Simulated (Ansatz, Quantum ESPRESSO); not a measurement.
# H-SiC-H chair, 1 layer: biaxial strain by an ASE script, part 2 of 2

Aim: band edges, gap and stiffness of H-SiC-H chair, 1 layer under biaxial strain.

Quantum ESPRESSO 7.5; plane-wave DFT, PBE, GBRV ultrasoft pseudopotentials; geometry by Ansatz 0.2.0 with PAW datasets.

So far: Starting point; Geometry from Ansatz.

## 3. Running the series

Under ESM bc1 levels count from the vacuum, or from the mean of the two vacuum levels where the sheet has a dipole, so band edges at unlike strains can be compared.

Level of this step: plane-wave DFT, PBE, GBRV ultrasoft pseudopotentials (Quantum ESPRESSO 7.5).

run.py reads:

```python
import json
import numpy as np
from ase import Atoms
from ase.calculators.espresso import Espresso, EspressoProfile

profile = EspressoProfile(command='mpirun -n 2 pw.x -nk 2', pseudo_dir='../pseudo')
pseudopotentials = {'C': 'c_pbe_v1.2.uspp.F.UPF', 'H': 'h_pbe_v1.4.uspp.F.UPF', 'Si': 'si_pbe_v1.uspp.F.UPF'}
system = {'ecutwfc': 40, 'ecutrho': 200, 'occupations': 'smearing', 'smearing': 'fd', 'degauss': 0.002}


def calculator(name, kpts, **extra):
    data = dict(control=dict(tprnfor=True, verbosity='high', disk_io='none'),
                system=system | extra,
                electrons=dict(conv_thr=1e-09, mixing_beta=0.4, mixing_mode='plain',
                               electron_maxstep=100))
    return Espresso(profile=profile, directory=name, pseudopotentials=pseudopotentials, kpts=kpts, input_data=data)


def centre(atoms):
    z = atoms.positions[:, 2]
    atoms.positions[:, 2] -= (z.max() + z.min()) / 2  # ESM wants the slab about z = 0
    return atoms

sheet = Atoms(
    ['H', 'C', 'Si', 'H'],
    scaled_positions=[
        [0.6666666667, 0.3333333333, 0.4128023740],
        [0.6666666667, 0.3333333333, 0.4739193070],
        [0.3333333333, 0.6666666667, 0.5056726672],
        [0.3333333333, 0.6666666667, 0.5882828693]],
    cell=[
        [3.123073692267, 0.000000000000, 0.000000000000],
        [-1.561536846133, 2.704661155394, 0.000000000000],
        [0.000000000000, 0.000000000000, 18.113333333300]],
    pbc=True)

rows = []
for strain in [-0.03, -0.015, 0.0, 0.015, 0.03]:
    atoms = sheet.copy()
    atoms.set_cell(sheet.cell.array * [[1 + strain], [1 + strain], [1]], scale_atoms=True)
    atoms = centre(atoms)
    atoms.calc = calculator(f's{strain:+.3f}', (12, 12, 1), assume_isolated='esm', esm_bc='bc1', nbnd=9)
    energy = atoms.get_potential_energy()
    levels = np.array([atoms.calc.get_eigenvalues(kpt=i) for i in range(len(atoms.calc.get_ibz_k_points()))])
    top, bottom = levels[:, 4].max(), levels[:, 5].min()
    direct = (levels[:, 5] - levels[:, 4]).min()
    rows.append([strain, energy, top, bottom, direct])
    print(f'strain {strain:+.3f}: E = {energy:.5f} eV, valence top {top:.3f}, conduction bottom {bottom:.3f}, '
          f'gap {bottom - top:.3f}, least direct gap {direct:.3f} eV')

x, energy, top, bottom, direct = np.array(rows).T
area = np.linalg.norm(np.cross(*sheet.cell[:2]))
stiffness = np.polyfit(x, energy, 2)[0] / area * 16.0218  # C11 + C12, heights clamped
print(f'valence and conduction edges move by {np.polyfit(x, top, 1)[0]:.2f} and {np.polyfit(x, bottom, 1)[0]:.2f} eV per unit biaxial strain')
print(f'C11 + C12 with clamped heights: {stiffness:.1f} N/m')
json.dump(dict(rows=rows, stiffness=stiffness), open('result.json', 'w'))
```

Run with:

```bash
OMP_NUM_THREADS=1 python run.py
```

The log of the run:

```text
strain -0.030: E = -319.06755 eV, valence top -5.281, conduction bottom -1.764, gap 3.517, least direct gap 3.517 eV
strain -0.015: E = -319.12922 eV, valence top -5.341, conduction bottom -1.710, gap 3.632, least direct gap 3.632 eV
strain +0.000: E = -319.14838 eV, valence top -5.393, conduction bottom -1.659, gap 3.734, least direct gap 3.734 eV
strain +0.015: E = -319.12988 eV, valence top -5.437, conduction bottom -1.616, gap 3.821, least direct gap 3.821 eV
strain +0.030: E = -319.07809 eV, valence top -5.474, conduction bottom -1.590, gap 3.883, least direct gap 3.883 eV
valence and conduction edges move by -3.21 and 2.93 eV per unit biaxial strain
C11 + C12 with clamped heights: 159.3 N/m
```

Wall time 88 s (2 MPI ranks of Arm Neoverse V2, shared host); peak memory 0.34 GiB; 2.9 min of CPU time.

The input that ASE wrote for the first run, and its log:

```
&CONTROL
   verbosity        = 'high'
   tprnfor          = .true.
   disk_io          = 'none'
   pseudo_dir       = '../pseudo'
/
&SYSTEM
   nbnd             = 9
   ecutwfc          = 40
   ecutrho          = 200
   occupations      = 'smearing'
   degauss          = 0.002
   smearing         = 'fd'
   assume_isolated  = 'esm'
   esm_bc           = 'bc1'
   ntyp             = 3
   nat              = 4
   ibrav            = 0
/
&ELECTRONS
   electron_maxstep = 100
   conv_thr         = 1e-09
   mixing_mode      = 'plain'
   mixing_beta      = 0.4
/
&IONS
/
&CELL
/
&FCP
/
&RISM
/
ATOMIC_SPECIES
H 1.008 h_pbe_v1.4.uspp.F.UPF
C 12.011 c_pbe_v1.2.uspp.F.UPF
Si 28.085 si_pbe_v1.uspp.F.UPF

K_POINTS automatic
12 12 1  0 0 0

CELL_PARAMETERS angstrom
3.02938148149899 0.00000000000000 0.00000000000000
-1.51469074074901 2.62352132073218 0.00000000000000
0.00000000000000 0.00000000000000 18.11333333330000

ATOMIC_POSITIONS angstrom
H 1.5146907409 0.8745071068 -1.5892683524  
C 1.5146907409 0.8745071068 -0.4822369727  
Si -0.0000000002 1.7490142139 0.0929222251  
H -0.0000000002 1.7490142139 1.5892683524
```

```text
Program PWSCF v.7.5 starts
[citation notice left out]

     Parallel version (MPI & OpenMP), running on       2 processor cores
     Number of MPI processes:                 2
     Threads/MPI process:                     1

     MPI processes distributed on     1 nodes
[... 1 line left out ...]

Warning: card &CELL ignored
Warning: card &FCP ignored
Warning: card &RISM ignored

     Current dimensions of program PWSCF are:
     Max number of different atomic species (ntypx) = 10
     Max number of k-points (npk) =  40000
     Max angular momentum in pseudopotentials (lmaxx) =  4
     Message from routine setup:
     using ibrav=0 with symmetry is DISCOURAGED, use correct ibrav instead

     K-points division:     npool     =       2
     Subspace diagonalization in iterative solution of the eigenvalue problem:
     a serial algorithm will be used

     G-vector sticks info
     --------------------
     sticks:   dense  smooth     PW     G-vecs:    dense   smooth      PW
     Sum         451     361    109                46253    33281    5693

     Using Slab Decomposition

     bravais-lattice index     =            0
     lattice parameter (alat)  =       5.7247  a.u.
     unit-cell volume          =     971.4793 (a.u.)^3
     number of atoms/cell      =            4
     number of atomic types    =            3
     number of electrons       =        10.00
     number of Kohn-Sham states=            9
     kinetic-energy cutoff     =      40.0000  Ry
     charge density cutoff     =     200.0000  Ry
     scf convergence threshold =      1.0E-09
     mixing beta               =       0.4000
     number of iterations used =            8  plain     mixing
     Exchange-correlation= SLA  PW   PBE  PBE
                           (   1   4   3   4   0   0   0)

     Effective Screening Medium Method
     =================================
     Boundary Conditions: Vacuum-Slab-Vacuum
     total charge in unit cell        =   0.0000
     grid points for fit at edges     =        4

[... 10 lines left out ...]
     PseudoPot. # 1 for H  read from file:
     ../pseudo/h_pbe_v1.4.uspp.F.UPF
     Pseudo is Ultrasoft, Zval =  1.0
     Generated by new atomic code, or converted to UPF format
     Using radial grid of  615 points,  2 beta functions with:
                l(1) =   0
                l(2) =   0
     Q(r) pseudized with  8 coefficients,  rinner =    0.700

     PseudoPot. # 2 for C  read from file:
     ../pseudo/c_pbe_v1.2.uspp.F.UPF
     Pseudo is Ultrasoft + core correction, Zval =  4.0
     Generated by new atomic code, or converted to UPF format
     Using radial grid of  721 points,  4 beta functions with:
                l(1) =   0
                l(2) =   0
                l(3) =   1
                l(4) =   1
     Q(r) pseudized with  8 coefficients,  rinner =    1.100   1.100   1.100

     PseudoPot. # 3 for Si read from file:
[... 576 lines left out ...]
     estimated scf accuracy    <          9.2E-10 Ry
     smearing contrib. (-TS)   =      -0.00000000 Ry
     internal energy E=F+TS    =     -23.45103420 Ry

     The total energy is F=E-TS. E is the sum of the following terms:
     one-electron contribution =      87.98449622 Ry
     hartree contribution      =     -42.92693494 Ry
     xc contribution           =      -9.53495553 Ry
     ewald contribution        =     -58.97363995 Ry

     convergence has been achieved in  17 iterations

     negative rho (up, down):  5.059E-04 0.000E+00

     Forces acting on atoms (cartesian axes, Ry/au):

     atom    1 type  1   force =     0.00000000    0.00000000   -0.00369466
     atom    2 type  2   force =     0.00000000    0.00000000   -0.01514038
     atom    3 type  3   force =     0.00000000    0.00000000    0.01743276
     atom    4 type  1   force =     0.00000000    0.00000000    0.00141338
     The non-local contrib.  to forces
     atom    1 type  1   force =     0.00000000    0.00000000    0.16434746
     atom    2 type  2   force =     0.00000000    0.00000000   -0.17938354
     atom    3 type  3   force =     0.00000000   -0.00000000   -0.00815307
     atom    4 type  1   force =     0.00000000    0.00000000   -0.10279024
     The ionic contribution  to forces
     atom    1 type  1   force =    -0.00000000    0.00000000   -4.83414883
     atom    2 type  2   force =    -0.00000000    0.00000000   -2.88231942
     atom    3 type  3   force =     0.00000000   -0.00000000    3.44105976
     atom    4 type  1   force =     0.00000000   -0.00000000    4.27540848
     The local contribution  to forces
     atom    1 type  1   force =    -0.00000000    0.00000000    4.66609681
     atom    2 type  2   force =    -0.00000000    0.00000000    3.04573854
     atom    3 type  3   force =    -0.00000000    0.00000000   -3.41505909
     atom    4 type  1   force =     0.00000000   -0.00000000   -4.17120097
     The core correction contribution to forces
     atom    1 type  1   force =     0.00000000    0.00000000    0.00000000
     atom    2 type  2   force =     0.00000000   -0.00000000    0.00078131
     atom    3 type  3   force =    -0.00000000    0.00000000   -0.00042328
     atom    4 type  1   force =     0.00000000    0.00000000    0.00000000
     The Hubbard contrib.    to forces
     atom    1 type  1   force =     0.00000000    0.00000000    0.00000000
     atom    2 type  2   force =     0.00000000    0.00000000    0.00000000
     atom    3 type  3   force =     0.00000000    0.00000000    0.00000000
     atom    4 type  1   force =     0.00000000    0.00000000    0.00000000
     The SCF correction term to forces
     atom    1 type  1   force =     0.00000000   -0.00000000    0.00000988
     atom    2 type  2   force =    -0.00000000    0.00000000    0.00004273
     atom    3 type  3   force =    -0.00000000   -0.00000000    0.00000843
     atom    4 type  1   force =    -0.00000000   -0.00000000   -0.00000389

     Total force =     0.023426     Total SCF correction =     0.000045
     Message from routine punch:
     Nothing written, as per user request (disk_io='none')

[... 1 line left out ...]

[... 1 line left out ...]

[... 1 line left out ...]

[... 3 lines left out ...]

[... 1 line left out ...]

[... 2 lines left out ...]

[... 1 line left out ...]

[... 1 line left out ...]

=------------------------------------------------------------------------------=
   JOB DONE.
=------------------------------------------------------------------------------=
```

Numbers from this step:

```
biaxial stiffness : 159.3 N/m
```

Band edge from the vacuum level against biaxial strain:

```csv
biaxial strain (%),valence top (eV),conduction bottom (eV)
-3.00,-5.28,-1.76
-1.50,-5.34,-1.71
0.00,-5.39,-1.66
1.50,-5.44,-1.62
3.00,-5.47,-1.59
```

The gap by biaxial strain:

```csv
biaxial strain (%),on the mesh (eV),least direct (eV)
-3.00,3.52,3.52
-1.50,3.63,3.63
0.00,3.73,3.73
1.50,3.82,3.82
3.00,3.88,3.88
```

Table of energy over the lowest by biaxial strain:

```csv
biaxial strain (%),energy over the lowest (meV)
-3.00,80.8
-1.50,19.2
0.00,0
1.50,18.5
3.00,70.3
```

## 4. The script: LDA, GBRV ultrasoft

Level of this step: plane-wave DFT, LDA, GBRV ultrasoft pseudopotentials (Quantum ESPRESSO 7.5).

run.py, as its differences from the input of step 3:

```diff
@@ -6,3 +6,3 @@
 profile = EspressoProfile(command='mpirun -n 2 pw.x -nk 2', pseudo_dir='../pseudo')
-pseudopotentials = {'C': 'c_pbe_v1.2.uspp.F.UPF', 'H': 'h_pbe_v1.4.uspp.F.UPF', 'Si': 'si_pbe_v1.uspp.F.UPF'}
+pseudopotentials = {'C': 'c_lda_v1.2.uspp.F.UPF', 'H': 'h_lda_v1.4.uspp.F.UPF', 'Si': 'si_lda_v1.uspp.F.UPF'}
 system = {'ecutwfc': 40, 'ecutrho': 200, 'occupations': 'smearing', 'smearing': 'fd', 'degauss': 0.002}
```

Run with:

```bash
OMP_NUM_THREADS=1 python run.py
```

The log of the run:

```text
strain -0.030: E = -319.48874 eV, valence top -5.450, conduction bottom -1.817, gap 3.633, least direct gap 3.633 eV
strain -0.015: E = -319.51094 eV, valence top -5.511, conduction bottom -1.758, gap 3.753, least direct gap 3.753 eV
strain +0.000: E = -319.49250 eV, valence top -5.563, conduction bottom -1.706, gap 3.856, least direct gap 3.856 eV
strain +0.015: E = -319.43819 eV, valence top -5.606, conduction bottom -1.671, gap 3.936, least direct gap 3.940 eV
strain +0.030: E = -319.35215 eV, valence top -5.643, conduction bottom -1.750, gap 3.893, least direct gap 3.992 eV
valence and conduction edges move by -3.21 and 1.47 eV per unit biaxial strain
C11 + C12 with clamped heights: 151.9 N/m
```

Wall time 90 s (2 MPI ranks); peak memory 0.34 GiB.

Numbers from this step:

* biaxial stiffness: 151.9 N/m

The band edge from the vacuum level by biaxial strain:

```csv
biaxial strain (%),valence top (eV),conduction bottom (eV)
-3.00,-5.45,-1.82
-1.50,-5.51,-1.76
0.00,-5.56,-1.71
1.50,-5.61,-1.67
3.00,-5.64,-1.75
```

The gap by biaxial strain:

```csv
biaxial strain (%),on the mesh (eV),least direct (eV)
-3.00,3.63,3.63
-1.50,3.75,3.75
0.00,3.86,3.86
1.50,3.94,3.94
3.00,3.89,3.99
```

The energy over the lowest by biaxial strain:

```csv
biaxial strain (%),energy over the lowest (meV)
-3.00,22.2
-1.50,0
0.00,18.4
1.50,72.8
3.00,159
```

## 5. Worked from the printed numbers

Under equal strain ε in the plane, E = A (C11 + C12) ε². From the points at ±1.5 %: d²E/dε² = (19.16 + 18.51 − 2 × 0.00) meV / 0.015² = 167 eV, and 167/(2 × 8.447 Å²) × 16.02 = 159 N/m.

## 6. Results

| Quantity | Value |
| --- | --- |
| C11 + C12, heights clamped, PBE, GBRV ultrasoft | 159 N/m |
| gap on the mesh at zero strain, PBE, GBRV ultrasoft | 3.73 eV |
| valence top below the mean of the two vacuum levels at zero strain, PBE, GBRV ultrasoft | 5.39 eV |
| shift of the valence top per unit biaxial strain, PBE, GBRV ultrasoft | -3.2 eV |
| shift of the conduction bottom per unit biaxial strain, PBE, GBRV ultrasoft | 2.9 eV |
| C11 + C12, heights clamped, LDA, GBRV ultrasoft | 152 N/m |
| gap on the mesh at zero strain, LDA, GBRV ultrasoft | 3.86 eV |
| valence top below the mean of the two vacuum levels at zero strain, LDA, GBRV ultrasoft | 5.56 eV |
| shift of the valence top per unit biaxial strain, LDA, GBRV ultrasoft | -3.2 eV |

The sheet's biaxial stiffness comes to 159 N/m and its gap at zero strain to 3.73 eV (PBE, GBRV ultrasoft). From −3 % to +3 % the gap on the mesh goes from 3.52 to 3.88 eV; it is direct at every strain. Heights are clamped under strain, which makes a sheet with several atomic planes too stiff. Zero strain is the PBE cell; under LDA the energy is lowest near -1.4 %, so its stiffness is taken away from its own minimum. Semilocal gaps are too small. The sheet carries a dipole, so the two faces have unlike vacuum levels and the zero lies between them.

[Logs are printed without paths, hosts, clocks, repeated set-up lines and the standing remarks that a program may print on its own settings, such as how far it seeks lower states.]

[Hosts, paths, dates, database ids (printed as entryN), source tags and the programs' standing remarks are cut or masked in the printed files.]

[Maps of the electrostatic potential energy from Ansatz leave out the sawtooth potential of an applied field or a dipole correction, so their vacuum need not be flat; planar profiles and work functions include it.]
